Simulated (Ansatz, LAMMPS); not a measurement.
# Localised basis functions on aqueous K+ and SO4 2-, 2.4 mol of salt per kg of water at 280 K (155 atoms)

Wanted: errors and times of a linear-scaling basis for aqueous K+ and SO4 2-, 2.4 mol of salt per kg of water at 280 K (155 atoms). A setting counts as converged where the r.m.s. difference of forces stays under 1 % of the r.m.s. force.

Main program and level: Ansatz 0.2.0; Kohn-Sham DFT, PBE+D3(BJ), PAW (set soft_2), plane waves.

## (1) The structure

The cell holds 155 atoms: 55 O, 2 S, 94 H and 4 K. Its edges and angles: a = 11.515 Å, b = 11.515 Å, c = 11.515 Å, α = 90.0°, β = 90.0°, γ = 90.0°. 47 H2O, 4 K+, 2 SO4 2- placed at random, at 1.3 g/cm³; overlaps pushed apart, then 10 ps at 420 K with Joung-Cheatham ions (J. Phys. Chem. B 112, 9020 (2008)); MMFF94 bonds, angles, torsions, charges and radii (Halgren, J. Comput. Chem. 17, 490 (1996)) in harmonic and 12-6 forms; SPC/E water (Berendsen, Grigera and Straatsma, J. Phys. Chem. 91, 6269 (1987)); charges of ions scaled by 0.85. Snapshot after 20 ps at 280 K and fixed volume.

Before any run, some limits are plain. The network of contacts between molecules at the start is that of the classical potential that made the cell, and needn't be the one that DFT or experiment would give. The concentration wasn't checked against solubility and may exceed it. The density was typed from a rule of thumb and may lie off the real one at this temperature. Sampling is at Γ alone, for a cell whose shortest periodic width is 12 Å.

## (2) The classical run that made the cell

A classical potential makes the cell, at a small fraction of what the same run would cost in DFT.

This step: classical MD, Joung-Cheatham ions (J. Phys. Chem. B 112, 9020 (2008)); MMFF94 bonds, angles, torsions, charges and radii (Halgren, J. Comput. Chem. 17, 490 (1996)) in harmonic and 12-6 forms; SPC/E water (Berendsen, Grigera and Straatsma, J. Phys. Chem. 91, 6269 (1987)); charges of ions scaled by 0.85 (LAMMPS 22 Jul 2025 - Update 4).

File in.lmp:

```
# aqueous K+ and SO4 2-, 2.4 mol of salt per kg of water
units real
atom_style full
boundary p p p
bond_style harmonic
angle_style harmonic
dihedral_style opls
improper_style harmonic
special_bonds lj 0 0 0.5 coul 0 0 0.75
read_data data.lmp
neigh_modify delay 0 every 1 check yes one 4000
comm_modify cutoff 12.0
timestep 0.5
thermo_style custom step time temp pe press density
thermo_modify norm yes
# push overlapping molecules apart
pair_style soft 2.6
pair_coeff * * 0.0
variable a equal ramp(1,60)
fix ad all adapt 1 pair soft a * * v_a
velocity all create 420 370922 mom yes dist gaussian
fix lim all nve/limit 0.03
fix lan all langevin 420 420 50 370923 zero yes
thermo 1000
run 3000 post no
unfix ad
pair_style lj/cut/coul/long 9.0
pair_modify mix arithmetic tail yes
pair_coeff 1 1 0.0763 3.0960   # O
pair_coeff 2 2 0.2681 3.4180   # S
pair_coeff 3 3 0.1553 3.1660   # O
pair_coeff 4 4 0.0000 1.0000   # H
pair_coeff 5 5 0.4297 2.8384   # K
kspace_style pppm 1.0e-4
# [... 18 lines left out ...]
compute msd all msd com yes
thermo 5000
fix md all nvt temp 280 280 100
run 20000 post no
print "== T280: mean square displacement over the hold $(c_msd[4]:%.2f) A^2"
unfix md
uncompute msd
write_dump all custom T280.dump id type xs ys zs modify sort id
```

Run with:

```
$ lmp -in in.lmp -log none -nocite
```

Log:

```text
LAMMPS (22 Jul 2025 - Update 4)
Reading data file ...
  orthogonal box = (0 0 0) to (11.51463 11.51463 11.51463)
  155 atoms
  orthogonal box = (0 0 0) to (11.51463 11.51463 11.51463)
  102 bonds
  59 angles
   Step          Time           Temp          PotEng         Press         Density
         0   0              420            0.6481502      3699.7312      1.3000001
      1000   500            369.66564      1.4218809      43161.916      1.3000001
      2000   1000           389.76328      1.2209159      52170.046      1.3000001
      3000   1500           450.88278      1.1678611      46652.423      1.3000001
Loop time of 0.183092 s on 1 MPI rank(s) for 3000 steps with 155 atoms
PPPM initialization ...
  G vector (1/distance) = 0.31063481
  grid = 8 8 8
  estimated relative force accuracy = 4.8381951e-05
   Step          Time           Temp          PotEng         Press         Density
      3000   1500           450.88278     -1.6827324      46430.792      1.3000001
[... 13 lines left out ...]
      2000   1000           426.48699     -6.8594532      8246.5819      1.3000001
Loop time of 1.12439 s on 1 MPI rank(s) for 2000 steps with 155 atoms
   Step          Time           Temp          PotEng         Press         Density
      2000   1000           613.8224      -7.2868714      22505.852      1.3000001
[... 5 lines left out ...]
Loop time of 5.90778 s on 1 MPI rank(s) for 10000 steps with 155 atoms
   Step          Time           Temp          PotEng         Press         Density
[... 4 lines left out ...]
Loop time of 2.89404 s on 1 MPI rank(s) for 5000 steps with 155 atoms
   Step          Time           Temp          PotEng         Press         Density
[... 2 lines left out ...]
     25000   24000          283.06832     -7.3772189     -1002.1751      1.3000001
     30000   29000          288.39965     -7.4152769      3180.4919      1.3000001
     35000   34000          252.84015     -7.531278      -1322.2626      1.3000001
     37000   36000          273.02028     -7.5016486     -1435.2789      1.3000001
Loop time of 11.2852 s on 1 MPI rank(s) for 20000 steps with 155 atoms
== T280: mean square displacement over the hold 10.60 A^2
```

The job ended after 22 s (1 thread of Intel Xeon Platinum 8488C (Sapphire Rapids), shared host; peak memory 0.12 GiB).

The input also reads data.lmp (atoms, bonds and types; not printed here).

## (3) Plane-wave single point

The first run uses the default basis; a harder plane-wave run follows as the reference for the support functions.

File input.yaml:

```yaml
crystal:
  lattice:
    - [11.51463, 0.0, 0.0]
    - [0.0, 11.51463, 0.0]
    - [0.0, 0.0, 11.51463]
  atoms:
    - { symbol: O, position: [0.91561, 0.6646, 0.10126] }
    - { symbol: S, position: [0.83475, 0.71738, 0.18008] }
    - { symbol: O, position: [0.86195, 0.8415, 0.1756] }
    - { symbol: O, position: [0.71694, 0.69193, 0.14834] }
    - { symbol: O, position: [0.85192, 0.67874, 0.30006] }
    - { symbol: O, position: [0.19694, 0.99945, 0.8142] }
    - { symbol: S, position: [0.17797, 0.99752, 0.69084] }
    - { symbol: O, position: [0.22318, 0.89092, 0.64459] }
    - { symbol: O, position: [0.0546, 0.99969, 0.66998] }
    - { symbol: O, position: [0.23982, 0.09427, 0.64124] }
    - { symbol: O, position: [0.27745, 0.49199, 0.14686] }
    - { symbol: H, position: [0.29519, 0.45452, 0.07055] }
    - { symbol: H, position: [0.26629, 0.43066, 0.20732] }
    - { symbol: O, position: [0.31587, 0.55803, 0.81591] }
    - { symbol: H, position: [0.33502, 0.62879, 0.76935] }
    - { symbol: H, position: [0.23548, 0.53151, 0.79654] }
    - { symbol: O, position: [0.68891, 0.02155, 0.87632] }
    - { symbol: H, position: [0.62848, 0.03968, 0.81663] }
    - { symbol: H, position: [0.65255, 0.97782, 0.94196] }
    - { symbol: O, position: [0.4351, 0.72824, 0.16933] }
    - { symbol: H, position: [0.34844, 0.72464, 0.16488] }
    - { symbol: H, position: [0.46819, 0.64948, 0.15372] }
    - { symbol: O, position: [0.77199, 0.42099, 0.01565] }
    - { symbol: H, position: [0.79008, 0.42419, 0.10052] }
    - { symbol: H, position: [0.71435, 0.35777, 0.0007] }
    - { symbol: O, position: [0.62233, 0.70686, 0.3972] }
    - { symbol: H, position: [0.68414, 0.67957, 0.34264] }
    - { symbol: H, position: [0.65924, 0.74288, 0.46708] }
    - { symbol: O, position: [0.61529, 0.23335, 0.98692] }
    - { symbol: H, position: [0.62771, 0.15224, 0.95848] }
    - { symbol: H, position: [0.53403, 0.24155, 0.01644] }
    - { symbol: O, position: [0.32853, 0.29477, 0.73144] }
    [... 117 atom lines left out ...]
    - { symbol: H, position: [0.70949, 0.45317, 0.70305] }
    - { symbol: H, position: [0.85061, 0.4503, 0.68927] }
    - { symbol: K, position: [0.05453, 0.8023, 0.30165] }
    - { symbol: K, position: [0.04097, 0.47335, 0.04919] }
    - { symbol: K, position: [0.59942, 0.88894, 0.23867] }
    - { symbol: K, position: [0.82898, 0.64324, 0.90053] }
kpoints:
  mp_grid: { grid: [1, 1, 1] }
hamiltonian:
  xc: pbe
  dispersion: d3bj
scf:
  occupations: { method: fixed }
output:
  forces: true
  stress: true
  populations: true
  dos:
    method: { smearing: { sigma: 0.08 } }
    de: 0.1
    projected: { site_lists: { H: [H], K: [K], O: [O], S: [S] } }
  eigenvalues: true
  write_density: true
  write_potential: true
  volumetric_format: npy
```

Run with:

```
$ ansatz run input.yaml --threads 8 --pin off --max-ram 15872MiB --backend cpu --events-out ev --progress --plain --runs-dir out
```

Log:

```text
Engine: ansatz 0.2.0, x86_64-unknown-linux-gnu
Pseudopotentials: kind: paw
Pseudopotential: O, paw, valence charge 6, recommended cutoff 420 eV (normal), O.paw.azcp
Pseudopotential: S, paw, valence charge 6, recommended cutoff 420 eV (normal), S.paw.azcp
Pseudopotential: H, paw, valence charge 1, recommended cutoff 420 eV (normal), H.paw.azcp
Pseudopotential: K, paw, valence charge 9, recommended cutoff 420 eV (normal), K.paw.azcp
[... 5 lines on functional and potentials left out ...]
Crystal: 155 atoms, lattice volume = 1526.687 Å³
Basis set: ecut = 420 eV, 29855 PW (Γ), exchange–correlation on 160×160×160 points (8 copies of the dense FFT grid, shifted against one another)
Bands: 391, of which v1, the nominal top of the filled ones, is band 236 counted from 1 (235 counted from 0)
Symmetry: 1 space group operations
Space group: P1 (ITA 1), of the structure as read, at distance tolerance 1.2e-4 Å
k-points: 1
[... 9 lines on functional and potentials left out ...]
Initial density: superposition of atomic densities (neutral atoms: chi_scale 0, normalization atom), corrected by the library's trained network
Initial wavefunctions: pseudopotential atomic-orbital guess
Functional: x = pbe(κ = 0.804, μ = 0.219515), c = pbe(β = 0.066725)
SCF iter   1: F=—  HF=-40686.705618 eV  |F-HF|=—  |Δ(HF+E_count)|=         —  Δρ=3.12e-3  dr2=1.96e-1  ethr=1.77e-3  ⟨swp⟩=4.0  Hψ=1472  notcnv=0  defer=153
preconditioner: auto → Resta (q_TF=auto, 2.243 Å⁻¹)  ε∞=2.3  [insulator: Δε(μ)=3.898 eV  Ē_g=17.786 eV  n_scr=256 (ndim 8)  ℏωp=20.4 eV  f_vac=0.233  ε∞_Penn≈2.3]
SCF iter   2: F=—  HF=-40686.596991 eV  |F-HF|=—  |Δ(HF+E_count)|=   1.09e-1  Δρ=1.52e-3  dr2=4.04e-2  ethr=4.16e-5  ⟨swp⟩=2.0  Hψ=569  notcnv=0  defer=153
SCF iter   3: F=—  HF=-40686.577054 eV  |F-HF|=—  |Δ(HF+E_count)|=   1.99e-2  Δρ=6.97e-4  dr2=1.06e-2  ethr=8.57e-6  ⟨swp⟩=2.0  Hψ=477  notcnv=0  defer=153
SCF iter   4: F=—  HF=-40686.574225 eV  |F-HF|=—  |Δ(HF+E_count)|=   2.83e-3  Δρ=2.35e-4  dr2=1.00e-3  ethr=2.24e-6  ⟨swp⟩=2.0  Hψ=477  notcnv=0  defer=153
SCF iter   5: F=—  HF=-40686.574169 eV  |F-HF|=—  |Δ(HF+E_count)|=   5.61e-5  Δρ=1.07e-4  dr2=1.57e-4  ethr=2.13e-7  ⟨swp⟩=3.0  Hψ=477  notcnv=0  defer=153
SCF iter   6: F=—  HF=-40686.574159 eV  |F-HF|=—  |Δ(HF+E_count)|=   1.01e-5  Δρ=5.70e-5  dr2=3.96e-5  ethr=3.33e-8  ⟨swp⟩=3.0  Hψ=536  notcnv=0  defer=148
SCF iter   7: F=—  HF=-40686.574009 eV  |F-HF|=—  |Δ(HF+E_count)|=   1.50e-4  Δρ=1.36e-5  dr2=2.28e-6  ethr=8.39e-9  ⟨swp⟩=2.0  Hψ=622  notcnv=0  defer=148
SCF iter   8: F=—  HF=-40686.574010 eV  |F-HF|=—  |Δ(HF+E_count)|=   1.32e-6  Δρ=7.11e-6  dr2=6.57e-7  ethr=4.83e-10  ⟨swp⟩=3.0  Hψ=532  notcnv=0  defer=148
SCF iter   9: F=-40686.574010 eV  HF=-40686.574010 eV  |F-HF|=1.11e-8  |Δ(HF+E_count)|=   8.25e-8  Δρ=1.69e-6  dr2=3.88e-8  ethr=2.12e-11  ⟨swp⟩=21.0  Hψ=4065  notcnv=0
SCF 1 converged in 9 iterations: F = -40686.574010 eV  dr2 = 3.88e-8
  greatest PAW one-centre occupation: 0.987 electrons in one spin orbital (limit 2), on the K atom at site 151 (counted from 0), in its partial waves of l = 0
WARN: The input density's exchange-correlation potential varies sharply where the density is thin. Do not read a vacuum level from v_tot or v_xc, or from such a field of the output density. On a cell that repeats whose density bears no net charge and no dipole along the vacuum's axis use v_es (v_loc + v_h of the components); [...]
SCF converged after 9 iterations
Free energy (F): -40686.574010 eV
Harris-Foulkes:  -40686.574010 eV  (|F-HF|=1.11e-8)
Internal energy: -40686.574010 eV  (E = F + TS)
E sigma→0 (E₀):  -40686.574010 eV
Fermi energy:    -0.789343 eV
--- Per-component energies (eV) ---
  E_band       = -4272.990879
  E_kinetic    = 12197.943919
  E_local      = -37805.644480  (includes V_loc(G=0)·N_el)
  E_nonlocal   = 2908.558663
  E_hartree    = 13840.091751
  E_xc         = -5607.775681
  E_vxc        = -7062.557192  (∫ρ·V_xc dr)
  E_paw        = -13106.135830  (= ΣΔE_a)
  E_vpaw       = -2191.504493  (= ΣTr[D̂ρ^β])
  E_aug_tail   = 0.028869  (compensation charges beyond the density's cutoff)
  E_ewald      = -13106.309776
  E_disp       = -7.331447  (pairwise vdW)
  E_smearing   = -0.000000  (= −TS)
  E_closure    = 0.000000  (closes the sum)
  Σ components = -40686.574010   (vs F -40686.574010, Δ=0.00e0)
--- Forces (eV/Å), atoms counted from 1 ---
  atom   1  O      1.85108434    -2.32942922    -1.55296789
  atom   2  S      1.25117145     1.67683334    -0.34552916
  atom   3  O     -0.52942712     2.13849383     0.62859894
  atom   4  O     -3.24260999    -0.32164702    -0.97169602
  atom   5  O      0.25557536    -1.21419590     2.29947054
  atom   6  O      0.60823806    -0.10718237     2.91799662
  atom   7  S      0.09329801    -0.09369694     0.49445132
  atom   8  O      1.35830524    -2.62352878    -0.70406717
  atom   9  O     -2.86791183     0.59357619    -1.25164994
  atom  10  O      0.73878362     2.23402805    -1.48754534
  atom  11  O      0.14360099    -0.63750809     0.00518408
  atom  12  H     -0.31891696    -0.31199095     0.75668566
  atom  13  H      0.31481471     0.44741075    -0.82444368
  atom  14  O     -0.81906769    -0.01036365    -0.18607366
[...]
atom 154  K     -0.10532529     0.10902387     0.27692663
  atom 155  K     -0.21544669    -0.08595586    -0.32564094
  max |Σ_I F_I| component: 9.03e-5 eV/Å
--- Stress (GPa, compression-positive) ---
       -0.237556      -0.079007       0.338051
       -0.079008      -0.441823       0.642410
        0.338051       0.642410       0.007281
  P = ⅓ Tr σ = -0.2240 GPa (-2.240 kbar)
--- Band table (eV) ---
  k-point 0: bands = ["-28.6675", "-28.6407", "-28.3892", "-28.0088", [... 375 levels ...], "11.6260", "11.6620", "11.7336", "11.7467", "11.7799", "11.8013", "11.8440", "11.8703", "11.9001", "11.9315", "11.9548", "12.0291"]
--- Löwdin populations: 155 sites ---
  site symbol       q [e]
     0      O      6.8665
     1      S      3.4644
     2      O      6.8272
[...]
154      K      8.1588
  spilling = 0.011304 (of n_electrons = 472.000000)
```

Wall time 11 s (8 threads of Intel Xeon Platinum 8488C (Sapphire Rapids), shared host); peak memory 2.1 GiB; 60 s of CPU time.

The program notes that the exchange-correlation potential is rough where the density is thin.

Numbers from this run:

```yaml
free_energy: -40686.5740 eV
free_energy_per_atom: -262.4940 eV/atom
scf_cycles: 9
pressure: -0.224 GPa
r_m_s_force_component: 0.6292 eV/Å
longest_force: 3.4 eV/Å
fermi_energy: -0.7893 eV
spacing_of_highest_filled_and_lowest_empty_level: 3.997 eV
spilling_of_the_projection: 0.0113
```

The r.m.s. force component of 0.63 eV/Å sets the scale for the differences below.

## (4) Plane waves at 750 eV (750 eV)

A harder cutoff gives the support functions a reference with less basis error.

input.yaml, the sections that differ from step 3:

```yaml
output:
  forces: true
  eigenvalues: true
basis:
  ecutwfc: "750 eV"
# crystal, kpoints, hamiltonian, scf: as in step 3
```

Log:

```text
[...]
Crystal: 155 atoms, lattice volume = 1526.687 Å³
Basis set: ecut = 750 eV, 71327 PW (Γ), exchange–correlation on 216×216×216 points (8 copies of the dense FFT grid, shifted against one another)
Bands: 391, of which v1, the nominal top of the filled ones, is band 236 counted from 1 (235 counted from 0)
Symmetry: 1 space group operations
[...]
k-points: 1
[...]
SCF iter   1: F=—  HF=-40687.483835 eV  |F-HF|=—  |Δ(HF+E_count)|=         —  Δρ=3.33e-3  dr2=2.00e-1  ethr=1.77e-3  ⟨swp⟩=4.0  Hψ=1473  notcnv=0  defer=152
[...]
SCF iter   3: F=—  HF=-40687.356228 eV  |F-HF|=—  |Δ(HF+E_count)|=   1.96e-2  Δρ=7.06e-4  dr2=1.02e-2  ethr=8.55e-6  ⟨swp⟩=3.0  Hψ=478  notcnv=0  defer=35
automatic band count: iteration 3 solves 273 bands in place of 391: the levels show a gap, and the empty bands left out lie too high to hold charge; the band table lists the bands solved (type scf.n_extra_bands for more)
SCF iter   4: F=—  HF=-40687.353606 eV  |F-HF|=—  |Δ(HF+E_count)|=   2.62e-3  Δρ=2.42e-4  dr2=1.02e-3  ethr=2.17e-6  ⟨swp⟩=2.0  Hψ=477  notcnv=0  defer=35
[...]
SCF iter   9: F=-40687.355779 eV  HF=-40687.355779 eV  |F-HF|=9.21e-9  |Δ(HF+E_count)|=   5.36e-8  Δρ=1.66e-6  dr2=3.82e-8  ethr=2.12e-11  ⟨swp⟩=15.0  Hψ=1558  notcnv=0
SCF 1 converged in 9 iterations: F = -40687.355779 eV  dr2 = 3.82e-8
[...]
SCF converged after 9 iterations
Free energy (F): -40687.355779 eV
[...]
Internal energy: -40687.355779 eV  (E = F + TS)
E sigma→0 (E₀):  -40687.355779 eV
Fermi energy:    -0.789739 eV
[...]
Σ components = -40687.355779   (vs F -40687.355779, Δ=0.00e0)
--- Forces (eV/Å), atoms counted from 1 ---
  atom   1  O      1.85058393    -2.32831127    -1.55282332
  atom   2  S      1.25074374     1.67515819    -0.34679557
  atom   3  O     -0.52878742     2.14145423     0.62554732
  atom   4  O     -3.24478114    -0.32378658    -0.97143684
[...]
atom 155  K     -0.21540482    -0.08569313    -0.32574205
  max |Σ_I F_I| component: 7.71e-5 eV/Å
--- Band table (eV) ---
[...]
```

The job ended after 12 s (8 threads; peak memory 4.2 GiB; 86 s of CPU time).

Forces differ from the reference by 10.0 meV/Å r.m.s., 1.6 % of their size, over a tolerance of 1 %; the energy by -5.0 meV/atom. This is the tighter run, so the reference isn't converged in this setting (nor is this run shown to be).

[end of part 1 of 3]

[Long decimals in the printed logs are rounded to 6 places.]

[Logs are printed without paths, hosts, clocks, repeated set-up lines and the standing remarks that a program may print on its own settings, such as how far it seeks lower states.]

[Hosts, paths, dates, database ids (printed as entryN), source tags and the programs' standing remarks are cut or masked in the printed files.]

[The MMFF94 radii named for the starting cell were scaled by 0.96; in molecules described by MMFF94, hydrogen bound to N, O or S took a small fixed 12-6 site in their place.]
